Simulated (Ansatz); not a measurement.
# Amorphous SiO0.5 (66 atoms): geometry optimisation

How does amorphous SiO0.5 (66 atoms) relax, and what do bonds, charges and levels look like afterwards?

Method: Kohn-Sham DFT, PBE, PAW (set soft_2), plane waves, in Ansatz 0.2.0.

This is a report of a sequence of runs, with the program logs left out and the cost of each run kept.

## (1) The starting structure

The cell holds 66 atoms: 44 Si and 22 O. Cell: a = 10.484 Å, b = 10.484 Å, c = 10.484 Å, α = 90.0°, β = 90.0°, γ = 90.0°. 66 atoms (44 Si, 22 O) placed at random at 2.29 g/cm³, melted at 5000 K for 10 ps at fixed volume with the Tersoff Si-O potential (Munetoh et al., Comput. Mater. Sci. 39, 334 (2007)). Quenched from 5000 K to 300 K at 20 K/ps and fixed volume, annealed at 1600 K for 50 ps, held 5 ps.

What the set-up can't give: The quench rate of 20 K/ps far exceeds what a furnace or splat quench reaches, so expect more defects and frozen-in strain than in a real sample. The starting topology of bonds comes from the classical model. The Brillouin zone is sampled at Γ only, in a cell whose shortest periodic width is 10 Å.

## (2) Single point at the start

The forces at the start show how far the geometry lies from a minimum of this functional.

The input, input.yaml:

```yaml
crystal:
  lattice:
    - [10.4839, 0.0, 0.0]
    - [0.0, 10.4839, 0.0]
    - [0.0, 0.0, 10.4839]
  atoms:
    - { symbol: Si, position: [0.58616, 0.01982, 0.70607] }
    - { symbol: Si, position: [0.04599, 0.60436, 0.81972] }
    - { symbol: Si, position: [0.3493, 0.72515, 0.24703] }
    - { symbol: Si, position: [0.81069, 0.51352, 0.17022] }
    - { symbol: Si, position: [0.8183, 0.49803, 0.94256] }
    - { symbol: Si, position: [0.03781, 0.53528, 0.53924] }
    - { symbol: Si, position: [0.07236, 0.94084, 0.09611] }
    - { symbol: Si, position: [0.37522, 0.04898, 0.30702] }
[... 54 atom lines left out ...]
    - { symbol: O, position: [0.54984, 0.29136, 0.13155] }
    - { symbol: O, position: [0.48977, 0.69607, 0.7828] }
    - { symbol: O, position: [0.79801, 0.92248, 0.01194] }
    - { symbol: O, position: [0.51282, 0.94812, 0.82309] }
kpoints:
  mp_grid: { grid: [1, 1, 1] }
hamiltonian:
  xc: pbe
scf:
  occupations: { method: gaussian, width: 0.05 }
output:
  forces: true
  stress: true
  populations: intrinsic
  dos:
    method: { smearing: { sigma: 0.15 } }
    de: 0.1
    projected: { site_lists: { O: [O], Si: [Si] } }
  eigenvalues: true
```

Command:

```sh
ansatz run input.yaml --threads 4 --pin off --max-ram 8192MiB --backend cpu --events-out ev --progress --plain --runs-dir out
```

Wall time 9.6 s (4 threads of Arm Neoverse V2, shared host); peak memory 1.1 GiB; 37 s of CPU time.

The run gave:

```
free energy                             : -40430.8332 eV
free energy per atom                    : -612.5884 eV/atom
SCF cycles                              : 13
pressure                                : 8.919 GPa
r.m.s. force component                  : 1.697 eV/Å
longest force                           : 5.845 eV/Å
Fermi energy                            : 6.489 eV
levels partly filled by over 2 per cent : 3
```

The r.m.s. force component of 1.7 eV/Å and the pressure of 8.9 GPa set the starting point.

Neighbours are counted within 2.68 Å (Si-Si), 2.17 Å (Si-O).

Length of the force by element and coordination:

```tsv
element	coordination	atoms	mean length of the force (eV/Å)	spread	least	most
O	all	22	1.54	0.718	0.582	3.49
O	2	7	1.91	0.898	0.582	3.49
O	3	15	1.37	0.535	0.664	2.67
Si	all	44	3.10	1.38	0.607	5.85
Si	3	13	3.87	0.631	2.79	4.73
Si	4	31	2.78	1.47	0.607	5.85
```

## (3) Relaxation

The atoms are relaxed in the fixed cell, aiming at the force tolerance of the input.

input.yaml, the sections that differ from step 2:

```yaml
output:
  forces: true
relax:
  f_tol: 0.03
  max_steps: 200
# crystal, kpoints, hamiltonian, scf: as in step 2
```

Elapsed: 3.7 min, on 4 threads; peak memory 1.1 GiB; 14 min of CPU time.

Step by step (22 of 58):

```tsv
step	energy less that of the first step (eV)	largest force component (eV/Å)
1	0.0000	4.9165
4	-18.8212	1.6167
6	-22.5214	1.1062
9	-25.0064	1.0047
12	-26.4015	0.3870
15	-27.8858	0.7814
17	-28.6186	0.3816
20	-29.0569	0.6787
23	-29.8597	0.3987
25	-29.8135	0.6079
28	-30.0399	0.0697
31	-30.0812	0.2623
34	-30.2327	0.3423
36	-30.3386	0.1838
39	-30.4084	0.1077
42	-30.5229	0.4475
44	-30.8767	0.7127
47	-31.5541	0.3109
50	-31.7351	0.1572
53	-31.7823	0.1020
55	-31.8007	0.0785
58	-31.8083	0.0283
```

Relaxation steps 25, 29 were tried and not accepted.

The atoms that moved most (Å):

```tsv
atom	dx	dy	dz	length
Si6	-0.226	-2.767	-0.584	2.837
O58	1.961	-0.293	-0.742	2.117
Si8	0.905	1.665	0.230	1.909
Si34	1.158	0.183	-1.317	1.763
Si11	-1.016	-1.290	0.255	1.662
O49	0.195	1.344	-0.590	1.481
O63	-0.152	1.419	-0.189	1.440
Si13	1.202	-0.503	-0.551	1.415
```

The relaxation changed the energy by -482 meV/atom, and atoms moved by 0.83 Å r.m.s., 2.8 Å at most.

## (4) Local order after relaxation

Bonds before and after, by the cutoffs listed below:

```tsv
pair	bonds before	bonds after	mean before (Å)	mean after (Å)	spread before (Å)	spread after (Å)
Si-Si	54	66	2.415	2.434	0.101	0.125
Si-O	59	51	1.686	1.740	0.049	0.100
```

Density 2.29 g/cm³, 17.46 Å³ an atom.

Pair distribution functions g(r), in bins of 0.2 Å:

```tsv
r (Å)	total	Si-Si	Si-O	O-O
1.60	2.28	0.00	5.15	0.00
1.80	1.04	0.00	2.34	0.00
2.00	0.23	0.00	0.51	0.00
2.20	0.17	0.27	0.10	0.00
2.40	1.85	4.10	0.00	0.31
2.60	0.71	0.64	0.07	3.60
2.80	0.56	0.48	0.30	1.92
3.00	0.65	0.63	0.66	0.65
3.20	1.33	0.92	1.74	1.28
3.40	1.27	0.82	1.83	0.83
3.60	0.98	0.81	1.28	0.43
3.80	1.24	1.54	0.99	1.04
4.00	1.08	1.25	1.09	0.35
4.20	0.91	0.83	0.99	0.86
4.40	0.95	0.98	0.74	1.67
4.60	0.95	1.15	0.76	0.91
4.80	0.91	1.20	0.70	0.57
5.00	0.99	0.95	1.04	0.99
```

Bonds by pair of elements; cutoffs follow the first minimum of g(r), held within bounds set by covalent radii, and pairs that aren't listed don't count as bonded:

```tsv
pair A-B	cutoff (Å)	bonds	mean length (Å)	spread (Å)	shortest (Å)	B about A	A about B
Si-Si	2.83	66	2.43	0.125	2.29	3	3
Si-O	2.38	51	1.74	0.1	1.63	1.16	2.32
```

How many atoms have how many bonded neighbours:

```tsv
element	mean	2	3	4	5	6
O	2.32	15	7	0	0	0
Si	4.16	0	6	27	9	2
```

Bond angles (no mean is given where the spread exceeds 20°):

```tsv
angle	count	mean (°)	spread (°)
Si-Si-Si	155	-	-
O-Si-Si	122	-	-
Si-O-Si	36	127	17.3
O-Si-O	23	103	6.7
```

Bond length by coordination (bonds to H left out):

```tsv
element	coordination	atoms	mean bond length (Å)
O	2	15	1.67
O	3	7	1.84
Si	3	6	2.22
Si	4	27	2.23
Si	5	9	2.23
Si	6	2	2.41
```

Rings of the network by King's shortest-path rule, up to 12 atoms, one path for each pair of neighbours; H, halogens, alkali and alkaline-earth atoms are left out:

```tsv
ring size (atoms)	rings	per network atom
3	7	0.106
4	9	0.136
5	15	0.227
6	20	0.303
7	28	0.424
8	27	0.409
9	14	0.212
10	5	0.076
11	2	0.03
```

With the cutoffs above, 68 % of O atoms have 2 and 61 % of Si atoms have 4 bonded neighbours. Rings of 7 atoms are the most common (22 % of those counted); sizes run from 3 to 11.

## (5) Single point at the relaxed geometry

One more single point at the end of the walk gives the fuller output and checks the residual forces.

The input, input.yaml:

```yaml
crystal:
  lattice:
    - [10.4839, 0.0, 0.0]
    - [0.0, 10.4839, 0.0]
    - [0.0, 0.0, 10.4839]
  atoms:
    - { symbol: Si, position: [0.59158, 0.98122, 0.74844] }
    - { symbol: Si, position: [0.004, 0.67572, 0.88191] }
    - { symbol: Si, position: [0.32603, 0.73143, 0.26628] }
    - { symbol: Si, position: [0.82842, 0.47454, 0.18452] }
    [... 56 atom lines left out ...]
    - { symbol: O, position: [0.32653, 0.28299, 0.02791] }
    - { symbol: O, position: [0.44591, 0.45706, 0.88426] }
    - { symbol: O, position: [0.53536, 0.42673, 0.11352] }
    - { symbol: O, position: [0.48168, 0.65702, 0.70925] }
    - { symbol: O, position: [0.79805, 0.90798, 0.98849] }
    - { symbol: O, position: [0.55475, 0.87494, 0.85836] }
kpoints:
  mp_grid: { grid: [1, 1, 1] }
hamiltonian:
  xc: pbe
scf:
  occupations: { method: gaussian, width: 0.05 }
output:
  forces: true
  stress: true
  populations: true
  dos:
    method: { smearing: { sigma: 0.1 } }
    de: 0.1
    projected: { site_lists: { O: [O], Si: [Si] } }
  eigenvalues: true
  write_density: true
  write_potential: true
  volumetric_format: npy
  elf: true
```

Elapsed: 9.4 s, on 4 threads; peak memory 1.1 GiB; 36 s of CPU time.

Numbers from this run:

```
free energy                                      : -40462.6414 eV
free energy per atom                             : -613.0703 eV/atom
SCF cycles                                       : 11
pressure                                         : 0.1496 GPa
r.m.s. force component                           : 0.00767 eV/Å
longest force                                    : 0.03089 eV/Å
Fermi energy                                     : 5.865 eV
gap (highest filled to lowest empty level) : 0.6362 eV
spilling of the projection                       : 0.01441
```

Löwdin charges by element and coordination (they lack the spilled electrons, 0.067 e an atom on average):

```tsv
element	coordination	atoms	mean charge (e)	spread	least	most
O	all	22	-0.724	0.0269	-0.771	-0.678
O	2	15	-0.742	0.0108	-0.771	-0.723
O	3	7	-0.688	0.006	-0.696	-0.678
Si	all	44	0.463	0.413	-0.157	1.34
Si	3	6	0.218	0.399	-0.157	0.897
Si	4	27	0.428	0.4	-0.139	1.34
Si	5	9	0.743	0.353	0.246	1.31
Si	6	2	0.410	0.058	0.352	0.468
```

Density of states as counts of states in windows of 1 eV (from the Fermi level), total and the larger projections:

```tsv
from (eV)	to (eV)	total	Si p	O p	Si s
-14	-13	0.0	0.0	0.0	0.0
-13	-12	2.0	0.4	0.5	1.1
-12	-11	13.9	1.8	5.2	6.7
-11	-10	18.2	3.1	7.1	7.6
-10	-9	17.4	3.8	7.0	6.1
-9	-8	20.4	5.5	9.8	4.6
-8	-7	20.1	6.6	9.6	3.4
-7	-6	28.0	9.6	13.6	4.0
-6	-5	39.0	9.7	24.7	3.5
-5	-4	31.3	8.1	18.9	3.5
-4	-3	21.4	10.6	7.3	2.8
-3	-2	22.5	15.4	4.1	2.2
-2	-1	19.2	14.0	2.5	2.0
-1	0	10.6	7.4	1.1	1.5
0	1	11.1	7.2	0.7	1.8
1	2	25.2	15.7	1.4	3.9
2	3	27.2	16.0	1.5	4.5
3	4	30.5	17.1	1.9	4.8
```

Between -23 and -14 eV lie 44 more states.

The levels nearest the highest filled one (over half full), pooled over k-points and spins:

```tsv
level less the highest filled one (eV)	occupation
-0.653	2
-0.582	2
-0.533	2
-0.356	2
-0.227	2
0	2
0.636	0
0.867	0
1.07	0
1.11	0
1.21	0
1.36	0
```

Electrostatic potential energy in the ab plane at fractional z = 0.393, with atoms of Si and O within 0.2 Å of it. With pseudopotentials it is smooth inside the atoms' cores, unlike the true potential.

Ten even steps from '0' (-50 eV) to '9' (10 eV), each cell a mean:
```
99984116999999999972001699999
99986458999999999984113799999
99876789999999999998767899999
99876789999999999999999999999
78888899999999999999999999876
14899999999998888999999999731
02799999999986446899999999610
14899999999972003799999999731
65799999999962003799999999876
31279999999986346899999999998
31269999999998888999999999999
75689999999987678999999999999
88899988899852137899999999998
87889853468840015899999999998
88898610037862137899989999999
88998610048887678998656899999
88899864578988889985102689998
78899987678876789984000589998
88999884237854578986324788888
99987774237865678888878874468
99986467789988888889999851147
99986568999999998889999864368
99998778999999999998778887789
99996337999999999985114799999
```
Columns run along a (10.5 Å; values clipped at the 3rd and 97th percentile), rows up along b (10.5 Å). Atoms in or near the plane, at fractional coordinates: Si at (0.48, 0.43), Si at (0.72, 0.97), Si at (0.73, 0.27), Si at (0.50, 0.66), Si at (0.99, 0.72), Si at (0.26, 0.37), O at (0.05, 0.57), O at (0.19, 0.98).

Valence density in the ab plane at fractional z = 0.393, with atoms of Si and O within 0.2 Å of it. It is the smooth field of the valence electrons, not physical close to the nuclei.

Values in e/Å³, 13 rows by 16 columns, each cell a mean:
```
0.0 0.2 2.2 3.9 0.6 0.0 0.0 0.0 0.0 0.1 0.3 0.2 0.3 0.2 0.1 0.0
0.1 0.3 0.4 0.4 0.1 0.0 0.0 0.0 0.0 0.1 0.3 0.4 0.2 0.1 0.0 0.1
0.4 0.4 0.3 0.2 0.1 0.1 0.1 0.1 0.1 0.2 0.2 0.2 0.1 0.1 0.2 0.2
0.2 0.3 0.1 0.1 0.1 0.2 0.3 0.3 0.3 0.3 0.2 0.1 0.1 0.1 0.3 0.2
1.3 1.0 0.1 0.0 0.0 0.1 0.3 0.3 0.2 0.3 0.1 0.0 0.0 0.1 0.2 0.4
4.3 4.0 0.4 0.0 0.0 0.1 0.2 0.4 0.4 0.2 0.1 0.0 0.0 0.0 0.1 0.4
0.9 0.8 0.2 0.1 0.2 0.2 0.3 0.4 0.4 0.2 0.1 0.1 0.1 0.0 0.0 0.2
0.3 0.3 0.3 0.4 0.3 0.4 0.4 0.2 0.2 0.2 0.1 0.2 0.3 0.1 0.1 0.2
0.3 0.3 0.3 0.3 0.2 0.3 0.3 0.4 0.3 0.2 0.2 0.3 0.3 0.1 0.1 0.2
0.3 0.2 0.2 0.4 1.6 1.0 0.3 0.4 0.3 0.2 0.4 0.2 0.3 0.4 0.2 0.3
0.3 0.2 0.3 0.7 3.2 2.0 0.4 0.4 0.5 0.4 0.4 0.3 0.4 0.5 0.4 0.4
0.2 0.2 0.3 0.4 0.4 0.2 0.1 0.2 0.3 0.3 0.3 0.2 0.3 0.4 0.3 0.3
0.1 0.2 1.3 2.3 0.4 0.0 0.0 0.0 0.1 0.2 0.4 0.3 0.4 0.3 0.2 0.1
```
Columns run along a (10.5 Å), rows up along b (10.5 Å). Atoms in or near the plane, at fractional coordinates: Si at (0.48, 0.43), Si at (0.72, 0.97), Si at (0.73, 0.27), Si at (0.50, 0.66), Si at (0.99, 0.72), Si at (0.26, 0.37), O at (0.05, 0.57), O at (0.19, 0.98).

Mean Löwdin charges: O -0.72, Si +0.46 e (they miss 1.4 % of the electrons, so they add up to more than the cell's charge). The largest share in the top eV of filled states is Si p (74 % of the projected weight), and in the lowest eV of empty states Si p (71 % of the projected weight).

The surroundings of Si9, which has 6 bonded neighbours where the commonest count for Si is 4, nearest first, numbered as they follow in the input and with coordinates relative to it.

```tsv
atom	x	y	z	distance (Å)	bonds	Löwdin charge (e)
Si9	0.00	0.00	0.00	0.00	6	0.35
O59	0.37	-0.27	1.84	1.89	3	-0.70
Si8	-0.25	-2.32	-0.49	2.38	5	0.47
Si28	0.20	2.38	0.14	2.39	4	0.01
Si34	-2.38	-0.61	0.28	2.48	5	0.25
Si10	1.67	-0.87	-1.83	2.62	6	0.47
Si44	-1.26	-0.73	2.33	2.75	5	0.91
O63	0.53	-0.02	-2.75	2.80	2	-0.75
Si25	2.54	-1.67	0.31	3.06	4	0.55
O49	2.84	-0.24	1.16	3.08	2	-0.74
O58	-2.04	-2.38	-0.13	3.14	3	-0.69
Si36	1.97	0.24	2.50	3.19	4	0.85
Si18	1.06	-3.17	1.21	3.56	3	-0.16
Si12	1.14	2.51	2.31	3.59	4	0.57
Si30	-0.87	-0.04	-3.61	3.71	4	1.34
O60	-1.83	0.51	3.23	3.74	2	-0.75
Si3	-1.67	3.17	-1.14	3.76	4	-0.02
```

## (6) Other settings

This functional strengthens the gradient correction of exchange, which tends to weaken binding against PBE. Changed here: hamiltonian.pseudopotentials.kind = "nc" and hamiltonian.xc = "revpbe".

This step: Kohn-Sham DFT, revPBE, norm-conserving pseudopotentials, plane waves (Ansatz 0.2.0).

The input, input.yaml:

```yaml
crystal:
  lattice:
    - [10.4839, 0.0, 0.0]
    - [0.0, 10.4839, 0.0]
    - [0.0, 0.0, 10.4839]
  atoms:
    [... the 66 atom lines of step 2 ...]
kpoints:
  mp_grid: { grid: [1, 1, 1] }
hamiltonian:
  xc: revpbe
  pseudopotentials: { kind: nc }
scf:
  occupations: { method: gaussian, width: 0.05 }
output:
  forces: true
  stress: true
  populations: true
  dos:
    method: { smearing: { sigma: 0.08 } }
    de: 0.1
    projected: { site_lists: { O: [O], Si: [Si] } }
  eigenvalues: true
```

Elapsed: 55 s, on 4 threads; peak memory 4.1 GiB; 3.6 min of CPU time.

Geometry and reference: those of the single point at the start.

Forces differ from those of the single point at the start by 33 meV/Å r.m.s., 2.0 % of their size; the pressure by +0.81 GPa. It took 5.7 times the reference's time (shared host, so rough).

## (7) What came out

* energy change in the relaxation: -481.9 meV/atom
* r.m.s. displacement: 0.83 Å
* largest displacement: 2.837 Å
* free energy per atom: -613.0703 eV/atom
* pressure: 0.1496 GPa
* r.m.s. force component: 0.00767 eV/Å
* gap (highest filled to lowest empty level): 0.6362 eV
* wall time of the 4 DFT runs: 4.9 min

**Reading.** Relaxation lowers the energy by 482 meV/atom and moves atoms by 0.83 Å r.m.s.; the r.m.s. force component goes from 1.7 to 0.0077 eV/Å, the pressure goes from 8.9 to 0.15 GPa. By the final cutoffs 14 of 113 bonded pairs parted and 18 joined. First to last step the energy falls by 31.808 eV; the largest move, 2.84 Å, is that of Si6. The Si-O bonds change most in mean length: from 1.686 Å (spread 0.049) to 1.740 Å (spread 0.100), and their number from 59 to 51. With the cutoffs above, 68 % of O atoms have 2 and 61 % of Si atoms have 4 bonded neighbours. The highest filled and lowest empty levels differ by 0.636 eV (at Γ alone); a semilocal functional tends to put such gaps too low. In a disordered cell it changes from sample to sample, and tail or defect levels can set it.

Caveats: The starting topology of bonds comes from the classical model; in DFT 14 of its 113 bonded pairs passed out of the cutoffs and 18 came within them.

[Long decimals in the printed logs are rounded to 6 places.]

[Logs are printed without paths, hosts, clocks, repeated set-up lines and the standing remarks that a program may print on its own settings, such as how far it seeks lower states.]

[Hosts, paths, dates, database ids (printed as entryN), source tags and the programs' standing remarks are cut or masked in the printed files.]

[A walk said to have stopped at its limit may instead have ended on an SCF cycle that didn't converge.]
